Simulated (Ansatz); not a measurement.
# InCu2BS4: complex band structure

Aim: relax a made-up compound, InCu2BS4, and see how good a tunnel barrier it would be. It is built by putting In for Al, B for Ga in the AlGaCu2S4 structure of space group I-4, with the volume rescaled by atomic radii. The parent structure comes from the Materials Project.

Program: Ansatz 0.2.0. Level of theory: PBEsol DFT, plane waves, PAW files, in the first sound run; inputs show where later runs differ. Results are calculated unless marked as measured.

The structure was built from a prototype and need not be the compound's stable phase.

### Step 1. The structure

It takes space group I-4 (No. 82, tetragonal). Conventional cell: a = 5.314 Å, b = 5.314 Å, c = 10.449 Å, α = 90.00°, β = 90.00°, γ = 90.00°. Nearest to In lie 4 S at 2.26 Å. Nearest to B lie 4 S at 2.30 Å. Cu has 4 S at 2.30 Å nearest. Nearest to Cu lie 4 S at 2.30 Å. Nearest to S lie 1 In at 2.26 Å and 1 B at 2.30 Å and 2 Cu at 2.30 Å. It derives from AlGaCu2S4. In for Al, B for Ga in the AlGaCu2S4 structure of space group I-4. Farther neighbours and most contacts between anions are not listed.

### Step 2. Cell and atoms at rest

The substituted atoms don't fit the parent's cell, so cell and atoms relax together. A small smearing keeps the run stable in case the gap closes on the way.

The input, input.yaml:

```yaml
crystal:
  lattice:
    - [-2.6570936895, 2.6570936895, 5.2245158144]
    - [2.6570936895, -2.6570936895, 5.2245158144]
    - [2.6570936895, 2.6570936895, -5.2245158144]
  atoms:
    - { symbol: In, position: [0.5, 0.5, 0.0] }
    - { symbol: B, position: [0.75, 0.25, 0.5] }
    - { symbol: Cu, position: [0.25, 0.75, 0.5] }
    - { symbol: Cu, position: [0.0, 0.0, 0.0] }
    - { symbol: S, position: [0.623665, 0.623365, 0.494198] }
    - { symbol: S, position: [0.129167, 0.129467, 0.505802] }
    - { symbol: S, position: [0.870533, 0.376335, 0.9997] }
    - { symbol: S, position: [0.376635, 0.870833, 0.0003] }
kpoints:
  mp_grid: { grid: [6, 6, 6] }
scf:
  occupations: { method: gaussian, width: 0.03 }
hamiltonian:
  xc: pbesol
output:
  forces: true
  stress: true
relax:
  f_tol: 0.02
  max_steps: 60
  cell: {}
```

Started as:

```console
> ansatz run input.yaml --threads 2 --pin off --max-ram 4096MiB --backend cpu --events-out ev --progress --plain --runs-dir out
```

Numbers of over 12 decimals in the logs are rounded to 6 here.

The log of the run:

```text
Engine: ansatz 0.2.0, x86_64-unknown-linux-gnu
Pseudopotentials: kind: paw
Pseudopotential: In, paw, valence charge 13, recommended cutoff 420 eV (normal), In.paw.azcp
Pseudopotential: B, paw, valence charge 3, recommended cutoff 420 eV (normal), B.paw.azcp
Pseudopotential: Cu, paw, valence charge 19, recommended cutoff 420 eV (normal), Cu.paw.azcp
Pseudopotential: S, paw, valence charge 6, recommended cutoff 420 eV (normal), S.paw.azcp
Functional definition: PBEsol
  exchange = pbesol_x
  correlation = pbesol_c
Crystal: 8 atoms, lattice volume = 147.543 Å³
Basis set: ecut = 420 eV, 2897 PW (Γ), exchange–correlation on 90×90×90 points (8 copies of the dense FFT grid, shifted against one another)
Bands: 47, of which v1, the nominal top of the filled ones, is band 39 counted from 1 (38 counted from 0)
Symmetry: 4 space group operations
Space group: I-4 (ITA 82), of the structure as read, at distance tolerance 5.3e-5 Å
k-points: 36 of 216 (time reversal used)
Non-local potential: In, projectors of the file, l = 0: 2, l = 1: 2, l = 2: 2, l = 3: 2
Non-local potential: B, projectors of the file, l = 0: 2, l = 1: 2, l = 2: 1
Non-local potential: Cu, projectors of the file, l = 0: 3, l = 1: 2, l = 2: 3, l = 3: 1
Non-local potential: S, projectors of the file, l = 0: 2, l = 1: 2, l = 2: 2
PAW form: soft (Blöchl's): semilocal exchange-correlation on the pseudo side does not see the compensation charge
PAW frozen core: In, regenerated for the run's functional, and the local potential with it (the file was generated under x = pbe(κ = 0.804, μ = 0.219515), c = pbe(β = 0.066725))
PAW frozen core: B, regenerated for the run's functional, and the local potential with it (the file was generated under x = pbe(κ = 0.804, μ = 0.219515), c = pbe(β = 0.066725))
PAW frozen core: Cu, regenerated for the run's functional, and the local potential with it (the file was generated under x = pbe(κ = 0.804, μ = 0.219515), c = pbe(β = 0.066725))
PAW frozen core: S, regenerated for the run's functional, and the local potential with it (the file was generated under x = pbe(κ = 0.804, μ = 0.219515), c = pbe(β = 0.066725))
PAW one-centre angular grid: In, 590 points (default); XC on 64 Gauss nodes
PAW one-centre angular grid: B, 110 points (default); XC on 64 Gauss nodes
PAW one-centre angular grid: Cu, 590 points (default); XC on 64 Gauss nodes
PAW one-centre angular grid: S, 110 points (default); XC on 64 Gauss nodes
Initial density: superposition of atomic densities (neutral atoms: chi_scale 0, normalization atom), corrected by the library's trained network
Initial wavefunctions: pseudopotential atomic-orbital guess
Functional: x = pbesol(κ = 0.804, μ = 0.123457), c = pbesol(β = 0.046)
SCF iter   1: F=—  HF=-22395.490187 eV  |F-HF|=—  |Δ(HF+E_count)|=         —  Δρ=7.74e-3  dr2=6.72e-2  ethr=1.77e-3  ⟨swp⟩=6.7  Hψ=6839  notcnv=0  defer=5
preconditioner: auto → Resta (q_TF=auto, 2.453 Å⁻¹)  ε∞=6.9  [insulator: Δε(μ)=0.496 eV  Ē_g=9.923 eV  σ=0.030 eV  W_gap=1.00  n_scr=36 (ndim 8)  ℏωp=24.1 eV  f_vac=0.021  D(μ)=0.00/eV (n_scr^D=0)  ε∞_Penn≈6.9]
SCF iter   2: F=—  HF=-22395.483265 eV  |F-HF|=—  |Δ(HF+E_count)|=   6.92e-3  Δρ=6.53e-3  dr2=5.53e-2  ethr=8.62e-5  ⟨swp⟩=2.8  Hψ=3524  notcnv=0  defer=109
SCF iter   3: F=—  HF=-22395.473770 eV  |F-HF|=—  |Δ(HF+E_count)|=   9.50e-3  Δρ=3.04e-3  dr2=1.16e-2  ethr=7.09e-5  ⟨swp⟩=2.0  Hψ=2325  notcnv=0  defer=109
SCF iter   4: F=—  HF=-22395.471220 eV  |F-HF|=—  |Δ(HF+E_count)|=   2.55e-3  Δρ=9.41e-4  dr2=1.38e-3  ethr=1.49e-5  ⟨swp⟩=2.1  Hψ=2306  notcnv=0  defer=109
SCF iter   5: F=—  HF=-22395.471219 eV  |F-HF|=—  |Δ(HF+E_count)|=   1.17e-7  Δρ=8.63e-4  dr2=7.81e-4  ethr=1.76e-6  ⟨swp⟩=2.0  Hψ=2297  notcnv=0  defer=109
SCF iter   6: F=—  HF=-22395.471103 eV  |F-HF|=—  |Δ(HF+E_count)|=   1.16e-4  Δρ=1.83e-4  dr2=4.58e-5  ethr=1.00e-6  ⟨swp⟩=2.0  Hψ=2098  notcnv=0  defer=109
SCF iter   7: F=—  HF=-22395.471174 eV  |F-HF|=—  |Δ(HF+E_count)|=   7.07e-5  Δρ=1.01e-4  dr2=9.68e-6  ethr=5.87e-8  ⟨swp⟩=2.0  Hψ=2348  notcnv=0  defer=109
SCF iter   8: F=—  HF=-22395.471178 eV  |F-HF|=—  |Δ(HF+E_count)|=   4.53e-6  Δρ=1.64e-5  dr2=3.15e-7  ethr=1.24e-8  ⟨swp⟩=2.0  Hψ=2340  notcnv=0  defer=109
SCF iter   9: F=—  HF=-22395.471179 eV  |F-HF|=—  |Δ(HF+E_count)|=   3.68e-7  Δρ=1.40e-5  dr2=2.27e-7  ethr=1.28e-10  ⟨swp⟩=4.0  Hψ=5651  notcnv=0
SCF iter  10: F=-22395.471179 eV  HF=-22395.471179 eV  |F-HF|=6.68e-9  |Δ(HF+E_count)|=   2.69e-8  Δρ=3.11e-6  dr2=1.02e-8  ethr=1.28e-10  ⟨swp⟩=3.0  Hψ=5675  notcnv=0
SCF 1 converged in 10 iterations: F = -22395.471179 eV  dr2 = 1.02e-8
  greatest PAW one-centre occupation: 1.000 electrons in one spin orbital (limit 2), on the Cu atom at site 3 (counted from 0), in its partial waves of l = 0
relax step   1: F+E_penalty+E_count = -22395.47117876 eV  Δ(F+E_penalty+E_count) = +0.000e0 eV  max|allowed force component| = 3.089e0 eV/Å  Δτ_max = 0.0000 Å  P = +0.221 GPa  Ω = 147.543 Å³  (10 SCF iters, dr2 threshold 1.00e-7 eV, accepted)
Crystal: 8 atoms, lattice volume = 144.189 Å³
Basis set: ecut = 420 eV, 2865 PW (Γ), exchange–correlation on 90×90×90 points (8 copies of the dense FFT grid, shifted against one another)
Initial density: handed on by an earlier stage of this run
Initial wavefunctions: those handed on with the density
iter 1 solved again at ethr=2.73e-4 eV; its pass at ethr=3.10e-3 eV (dr2=2.13e-1 eV) is discarded
SCF iter   1: F=—  HF=-22397.918280 eV  |F-HF|=—  |Δ(HF+E_count)|=         —  Δρ=1.28e-2  dr2=2.18e-1  ethr=2.73e-4  ⟨swp⟩=1.8  Hψ=8124  notcnv=0
preconditioner: auto → Resta (q_TF=auto, 2.463 Å⁻¹)  ε∞=6.8  [insulator: Δε(μ)=0.927 eV  Ē_g=10.069 eV  σ=0.030 eV  W_gap=1.00  n_scr=36 (ndim 8)  ℏωp=24.3 eV  f_vac=0.010  D(μ)=0.00/eV (n_scr^D=0)  ε∞_Penn≈6.8]
SCF iter   2: F=—  HF=-22397.882180 eV  |F-HF|=—  |Δ(HF+E_count)|=   3.61e-2  Δρ=6.51e-3  dr2=3.61e-2  ethr=2.73e-4  ⟨swp⟩=3.0  Hψ=2573  notcnv=0
SCF iter   3: F=—  HF=-22397.887508 eV  |F-HF|=—  |Δ(HF+E_count)|=   5.33e-3  Δρ=7.47e-3  dr2=4.84e-2  ethr=4.63e-5  ⟨swp⟩=2.2  Hψ=3394  notcnv=0
SCF iter   4: F=—  HF=-22397.877647 eV  |F-HF|=—  |Δ(HF+E_count)|=   9.86e-3  Δρ=1.48e-3  dr2=2.60e-3  ethr=4.63e-5  ⟨swp⟩=2.0  Hψ=2715  notcnv=0  defer=93
SCF iter   5: F=—  HF=-22397.877579 eV  |F-HF|=—  |Δ(HF+E_count)|=   6.81e-5  Δρ=2.53e-4  dr2=1.02e-4  ethr=3.34e-6  ⟨swp⟩=2.2  Hψ=2300  notcnv=0  defer=93
SCF iter   6: F=—  HF=-22397.877626 eV  |F-HF|=—  |Δ(HF+E_count)|=   4.67e-5  Δρ=1.82e-4  dr2=3.22e-5  ethr=1.31e-7  ⟨swp⟩=2.0  Hψ=2377  notcnv=0  defer=93
[...]
SCF iter   1: F=—  HF=-22398.364955 eV  |F-HF|=—  |Δ(HF+E_count)|=         —  Δρ=6.48e-3  dr2=6.02e-2  ethr=6.87e-5  ⟨swp⟩=1.4  Hψ=8109  notcnv=0
preconditioner: auto → Resta (q_TF=auto, 2.468 Å⁻¹)  ε∞=6.8  [insulator: Δε(μ)=1.032 eV  Ē_g=10.155 eV  σ=0.030 eV  W_gap=1.00  n_scr=36 (ndim 8)  ℏωp=24.5 eV  f_vac=0.008  D(μ)=0.00/eV (n_scr^D=0)  ε∞_Penn≈6.8]
SCF iter   2: F=—  HF=-22398.355728 eV  |F-HF|=—  |Δ(HF+E_count)|=   9.23e-3  Δρ=2.88e-3  dr2=1.23e-2  ethr=6.87e-5  ⟨swp⟩=2.9  Hψ=2644  notcnv=0
SCF iter   3: F=—  HF=-22398.353671 eV  |F-HF|=—  |Δ(HF+E_count)|=   2.06e-3  Δρ=1.90e-3  dr2=3.35e-3  ethr=1.58e-5  ⟨swp⟩=2.0  Hψ=2768  notcnv=0
SCF iter   4: F=—  HF=-22398.352931 eV  |F-HF|=—  |Δ(HF+E_count)|=   7.40e-4  Δρ=2.82e-4  dr2=1.11e-4  ethr=4.29e-6  ⟨swp⟩=2.0  Hψ=2279  notcnv=0
SCF iter   5: F=—  HF=-22398.352957 eV  |F-HF|=—  |Δ(HF+E_count)|=   2.58e-5  Δρ=7.49e-5  dr2=7.42e-6  ethr=1.42e-7  ⟨swp⟩=2.1  Hψ=2516  notcnv=0
SCF iter   6: F=—  HF=-22398.352958 eV  |F-HF|=—  |Δ(HF+E_count)|=   9.19e-7  Δρ=4.77e-5  dr2=2.25e-6  ethr=1.03e-9  ⟨swp⟩=5.0  Hψ=6312  notcnv=0
SCF iter   7: F=-22398.352957 eV  HF=-22398.352957 eV  |F-HF|=5.52e-7  |Δ(HF+E_count)|=   2.23e-7  Δρ=2.50e-5  dr2=6.56e-7  ethr=1.03e-9  ⟨swp⟩=4.1  Hψ=5342  notcnv=0
SCF 3 converged in 7 iterations: F = -22398.352957 eV  dr2 = 6.56e-7
relax step   3: F+E_penalty+E_count = -22398.35295675 eV  Δ(F+E_penalty+E_count) = -4.753e-1 eV  max|allowed force component| = 7.862e-1 eV/Å  Δτ_max = 0.0732 Å  P = -3.911 GPa  Ω = 142.452 Å³  energy of the carried Pulay correction = +1.643e-3 eV  (7 SCF iters, dr2 threshold 8.00e-7 eV, accepted)
[...]
relax step   4: F+E_penalty+E_count = -22398.54758988 eV  Δ(F+E_penalty+E_count) = -1.946e-1 eV  max|allowed force component| = 6.943e-1 eV/Å  Δτ_max = 0.1379 Å  P = +3.211 GPa  Ω = 133.228 Å³  energy of the carried Pulay correction = +4.773e-3 eV  (8 SCF iters, dr2 threshold 8.00e-7 eV, accepted)
[...]
relax step   5: F+E_penalty+E_count = -22398.67316936 eV  Δ(F+E_penalty+E_count) = -1.256e-1 eV  max|allowed force component| = 5.216e-2 eV/Å  Δτ_max = 0.0529 Å  P = -0.551 GPa  Ω = 137.188 Å³  energy of the carried Pulay correction = +3.404e-3 eV  (8 SCF iters, dr2 threshold 8.00e-7 eV, accepted)
[...]
relax step   6: F+E_penalty+E_count = -22398.67504121 eV  Δ(F+E_penalty+E_count) = -1.872e-3 eV  max|allowed force component| = 1.004e-2 eV/Å  Δτ_max = 0.0044 Å  P = -0.016 GPa  Ω = 136.428 Å³  energy of the carried Pulay correction = +3.664e-3 eV  (6 SCF iters, dr2 threshold 8.00e-7 eV, accepted)
[...]
relax step   7: F+E_penalty+E_count = -22398.67512610 eV  Δ(F+E_penalty+E_count) = -8.489e-5 eV  max|allowed force component| = 1.390e-3 eV/Å  Δτ_max = 0.0013 Å  P = -0.010 GPa  Ω = 136.438 Å³  energy of the carried Pulay correction = +3.661e-3 eV  (6 SCF iters, dr2 threshold 1.54e-8 eV, accepted)
Initial wavefunctions: pseudopotential atomic-orbital guess (no wavefunctions were taken with the density)
iter 1 solved again at ethr=2.35e-7 eV; its pass at ethr=3.10e-3 eV (dr2=1.83e-4 eV) is discarded
SCF iter   1: F=—  HF=-22398.671583 eV  |F-HF|=—  |Δ(HF+E_count)|=         —  Δρ=1.23e-4  dr2=2.98e-6  ethr=2.35e-7  ⟨swp⟩=3.6  Hψ=11817  notcnv=0
preconditioner: auto → Resta (q_TF=auto, 2.486 Å⁻¹)  ε∞=6.8  [insulator: Δε(μ)=1.200 eV  Ē_g=10.405 eV  σ=0.030 eV  W_gap=1.00  n_scr=36 (ndim 8)  ℏωp=25.0 eV  f_vac=0.004  D(μ)=0.00/eV (n_scr^D=0)  ε∞_Penn≈6.8]
SCF iter   2: F=—  HF=-22398.671683 eV  |F-HF|=—  |Δ(HF+E_count)|=   9.98e-5  Δρ=9.52e-5  dr2=6.24e-6  ethr=3.82e-9  ⟨swp⟩=2.0  Hψ=3096  notcnv=0
SCF iter   3: F=—  HF=-22398.671684 eV  |F-HF|=—  |Δ(HF+E_count)|=   4.82e-7  Δρ=2.65e-5  dr2=1.69e-7  ethr=3.82e-9  ⟨swp⟩=2.0  Hψ=2205  notcnv=0
SCF iter   4: F=—  HF=-22398.671684 eV  |F-HF|=—  |Δ(HF+E_count)|=   1.01e-7  Δρ=2.61e-6  dr2=3.84e-9  ethr=2.16e-10  ⟨swp⟩=2.0  Hψ=3096  notcnv=0
SCF iter   5: F=—  HF=-22398.671684 eV  |F-HF|=—  |Δ(HF+E_count)|=   1.42e-8  Δρ=1.80e-6  dr2=1.62e-9  ethr=4.93e-12  ⟨swp⟩=2.0  Hψ=3096  notcnv=0
SCF iter   6: F=—  HF=-22398.671684 eV  |F-HF|=—  |Δ(HF+E_count)|=   1.96e-9  Δρ=1.40e-6  dr2=1.51e-9  ethr=2.07e-12  ⟨swp⟩=2.0  Hψ=3096  notcnv=0
SCF iter   7: F=—  HF=-22398.671684 eV  |F-HF|=—  |Δ(HF+E_count)|=  3.75e-10  Δρ=3.16e-7  dr2=6.35e-11  ethr=1.00e-12  ⟨swp⟩=3.1  Hψ=7252  notcnv=0
SCF iter   8: F=-22398.671684 eV  HF=-22398.671684 eV  |F-HF|=7.28e-12  |Δ(HF+E_count)|=  2.55e-11  Δρ=4.13e-8  dr2=1.71e-12  ethr=1.00e-12  ⟨swp⟩=4.0  Hψ=5264  notcnv=0
SCF 8 converged in 8 iterations: F = -22398.671684 eV  dr2 = 1.71e-12
relax step   8: F+E_penalty+E_count = -22398.67168372 eV  Δ(F+E_penalty+E_count) = +3.442e-3 eV  max|allowed force component| = 1.400e-3 eV/Å  Δτ_max = 0.0000 Å  P = -0.014 GPa  Ω = 136.438 Å³  stress off target by 3.20e-2 GPa  SCF on the basis re-selected at this cell (its energy is not comparable with the rows above)  (8 SCF iters)
basis re-selected at this cell: Δ(F+E_penalty+E_count) = +3.442e-3 eV, ΔP = -0.005 GPa vs the last step (what re-selecting the basis moved, of the pressure what is left beyond the Pulay correction that the steps carried, after the strain that the cell walked since its last selection, with what the two solves' SCF thresholds leave and, on support functions, any second-order correction that the steps lacked; it is no m [...]
SCF converged after 8 iterations
Free energy (F): -22398.671684 eV
Harris-Foulkes:  -22398.671684 eV  (|F-HF|=7.28e-12)
Internal energy: -22398.671684 eV  (E = F + TS)
E sigma→0 (E₀):  -22398.671684 eV
Fermi energy:    9.543256 eV
--- Per-component energies (eV) ---
  E_band       = -979.379294
  E_kinetic    = 1322.918553
  E_local      = -13208.773702  (includes V_loc(G=0)·N_el)
  E_nonlocal   = 1292.084121
  E_hartree    = 5789.855594
  E_xc         = -807.024452
  E_vxc        = -717.276610  (∫ρ·V_xc dr)
  E_paw        = -9762.214994  (= ΣΔE_a)
  E_vpaw       = -1248.043396  (= ΣTr[D̂ρ^β])
  E_aug_tail   = 0.000543  (compensation charges beyond the density's cutoff)
  E_ewald      = -7026.428161
  E_core_change = 0.910815  (= ΣΔE_core)
  E_smearing   = -0.000000  (= −TS)
  E_closure    = 0.000000  (closes the sum)
  Σ components = -22398.671684   (vs F -22398.671684, Δ=0.00e0)
--- Forces (eV/Å), atoms counted from 1 ---
  atom   1  In     0.00000000     0.00000000     0.00000000
  atom   2  B     -0.00000000     0.00000000     0.00000000
  atom   3  Cu     0.00000000    -0.00000000     0.00000000
  atom   4  Cu     0.00000000    -0.00000000     0.00000000
  atom   5  S      0.00043480     0.00032426     0.00139964
  atom   6  S     -0.00043480    -0.00032426     0.00139964
  atom   7  S     -0.00032426     0.00043480    -0.00139964
  atom   8  S      0.00032426    -0.00043480    -0.00139964
  max |Σ_I F_I| component: 3.04e-17 eV/Å
--- Stress (GPa, compression-positive) ---
       -0.005554      -0.000000      -0.000000
        0.000000      -0.005554      -0.000000
       -0.000000      -0.000000      -0.031990
  P = ⅓ Tr σ = -0.0144 GPa (-0.144 kbar)
--- Relaxed structure (7 steps of the walk, 7 accepted, 1 SCFs on fresh bases) ---
  F+E_penalty+E_count = -22398.67168372 eV   max|allowed force component| = 1.400e-3 eV/Å   (the final SCF, on the basis selected at the relaxed cell)
  cell:  # Å, volume = 136.4380 Å³
    - [-2.581387, 2.581387, 5.118808]
    - [2.581387, -2.581387, 5.118808]
    - [2.581387, 2.581387, -5.118808]
  atoms:
    - { symbol: In, position: [0.500000, 0.500000, 3.2643250082447205e-19] }
    - { symbol: B, position: [0.750000, 0.250000, 0.500000] }
    - { symbol: Cu, position: [0.250000, 0.750000, 0.500000] }
    - { symbol: Cu, position: [3.264325008244703e-19, 0, 3.264325008244709e-19] }
    - { symbol: S, position: [0.653404, 0.593744, 0.535437] }
    - { symbol: S, position: [0.058307, 0.117967, 0.464563] }
    - { symbol: S, position: [0.882033, 0.346596, 0.940340] }
    - { symbol: S, position: [0.406256, 0.941693, 0.059660] }
```

The job ended after 57 s (2 threads of Intel Xeon Platinum 8488C (Sapphire Rapids), shared host; peak memory 0.62 GiB; 1.9 min of CPU time).

The steps of the relaxation:

```csv
step,energy less that of the first step (eV),largest force component (eV/Å),pressure (GPa),volume (Å³)
1,0.0000,3.0888,0.22,147.54
2,-2.4064,1.5087,-3.96,144.19
3,-2.8818,0.7862,-3.91,142.45
4,-3.0764,0.6943,3.21,133.23
5,-3.2020,0.0522,-0.55,137.19
6,-3.2039,0.0100,-0.02,136.43
7,-3.2039,0.0014,-0.01,136.44
8*,-3.2005,0.0014,-0.01,136.44
```

Relaxation steps marked * repeat the geometry before them on a plane-wave basis chosen anew for their cell, so energy and pressure can jump there.

The run keeps the 4 symmetry operations that it works with, so distortions that break them were not tested.

```csv
"conventional cell, symmetrised",before,after,change
a (Å),5.314,5.163,-2.8 %
b (Å),5.314,5.163,-2.8 %
c (Å),10.449,10.238,-2.0 %
volume (Å³/atom),18.44,17.05,-7.5 %
```

The atoms that moved most (Å, as changes of fractional coordinates times the final cell):

```csv
atom,dx,dy,dz,length
S5,-0.047,0.260,-0.210,0.338
S7,-0.260,-0.047,0.210,0.338
S8,0.260,0.047,0.210,0.338
S6,0.047,-0.260,-0.210,0.338
```

Numbers from this step:

| Quantity | Value |
| --- | --- |
| free energy | -22398.6717 eV |
| Fermi energy | 9.543 eV |
| pressure | -0.01437 GPa |

The largest force component on a free atom ends at 0.0014 eV/Å.

### Step 3. The bulk crystal and its band edges

The energy window and the wavevectors of the next steps follow from the band edges, so these are searched first, off the mesh as well.

The input, input.yaml:

```yaml
crystal:
  lattice:
    - [-2.5813874059, 2.5813874059, 5.1188084926]
    - [2.5813874059, -2.5813874059, 5.1188084926]
    - [2.5813874059, 2.5813874059, -5.1188084926]
  atoms:
    - { symbol: In, position: [0.5, 0.5, 0.0] }
    - { symbol: B, position: [0.75, 0.25, 0.5] }
    - { symbol: Cu, position: [0.25, 0.75, 0.5] }
    - { symbol: Cu, position: [0.0, 0.0, 0.0] }
    - { symbol: S, position: [0.6534042429, 0.5937443253, 0.5354371101] }
    - { symbol: S, position: [0.0583072152, 0.1179671328, 0.4645628899] }
    - { symbol: S, position: [0.8820328672, 0.3465957571, 0.9403400825] }
    - { symbol: S, position: [0.4062556747, 0.9416927848, 0.0596599175] }
kpoints:
  mp_grid: { grid: [6, 6, 6] }
  band_path: { path: [VBM, CBM], npoints: 30 }
scf:
  occupations: { method: fixed }
hamiltonian:
  xc: pbesol
output:
  eigenvalues: true
  write_potential: true
  write_density: true
  volumetric_format: npy
```

The log of the run:

```text
[...]
Crystal: 8 atoms, lattice volume = 136.438 Å³
Basis set: ecut = 420 eV, 2681 PW (Γ)
Bands: 47, of which v1, the nominal top of the filled ones, is band 39 counted from 1 (38 counted from 0)
Symmetry: 4 space group operations
[...]
k-points: 36 of 216 (time reversal used)
[...]
SCF iter   1: F=—  HF=-22398.691962 eV  |F-HF|=—  |Δ(HF+E_count)|=         —  Δρ=9.20e-3  dr2=8.33e-2  ethr=1.77e-3  ⟨swp⟩=5.0  Hψ=5755  notcnv=0  defer=207
[...]
SCF iter  10: F=-22398.671742 eV  HF=-22398.671742 eV  |F-HF|=2.66e-10  |Δ(HF+E_count)|=   1.17e-8  Δρ=1.60e-6  dr2=3.23e-9  ethr=1.28e-10  ⟨swp⟩=9.8  Hψ=5719  notcnv=0
SCF 1 converged in 10 iterations: F = -22398.671742 eV  dr2 = 3.23e-9
[...]
NSCF: frozen V_eff on 36 k-points
[...]
SCF converged after 10 iterations
Free energy (F): -22398.671742 eV
[...]
Internal energy: -22398.671742 eV  (E = F + TS)
E sigma→0 (E₀):  -22398.671742 eV
Fermi energy:    8.942985 eV
[...]
--- Band table (eV; the first three rows and the last of 36) ---
  k-point 0: bands = [... 35 lower, 7.3629, 8.8702, 8.9430, 8.9430, 10.1430, 11.0537, 11.8250, 12.8556, ... 4 higher]
  k-point 1: bands = [... 35 lower, 7.5836, 8.1555, 8.6805, 8.8342, 10.9505, 11.1862, 12.4418, 12.8907, ... 4 higher]
  k-point 2: bands = [... 35 lower, 7.7729, 8.0527, 8.3536, 8.6402, 11.1144, 11.4283, 12.4828, 12.8550, ... 4 higher]
  k-point 35: bands = [... 35 lower, 7.6810, 8.0187, 8.0187, 8.0636, 10.8201, 11.4127, 11.4127, 11.8273, ... 4 higher]
```

Run time: 30 s. Hardware: 2 threads; peak memory 0.56 GiB.

This step gave:

```yaml
fermi_energy: 8.943 eV
gap_on_the_k_mesh: 1.200 eV
gap_on_path: 1.200 eV, by band count; negative where bands overlap
direct_gap_on_path: 1.200 eV
edge_places_on_path: 0, 0 1/A along the path
```

Levels at VBM (eV): -6.10, -5.61, -5.61, -5.57, -5.28, -5.17, -3.57, -3.57, -3.43, -3.25, -3.25, -2.24, -2.07, -1.95, -1.75, -1.69, -1.69, -1.58, -0.07, 0.00, 0.00, 1.20, 2.11, 2.88, 3.91, 3.91, 4.58, 5.19, 5.19.

The searched edges give 1.20 eV, as on the mesh.

(Continued in part 2 of 2.)

[Logs are printed without paths, hosts, clocks, repeated set-up lines and the standing remarks that a program may print on its own settings, such as how far it seeks lower states.]

[Hosts, paths, dates, database ids (printed as entryN), source tags and the programs' standing remarks are cut or masked in the printed files.]
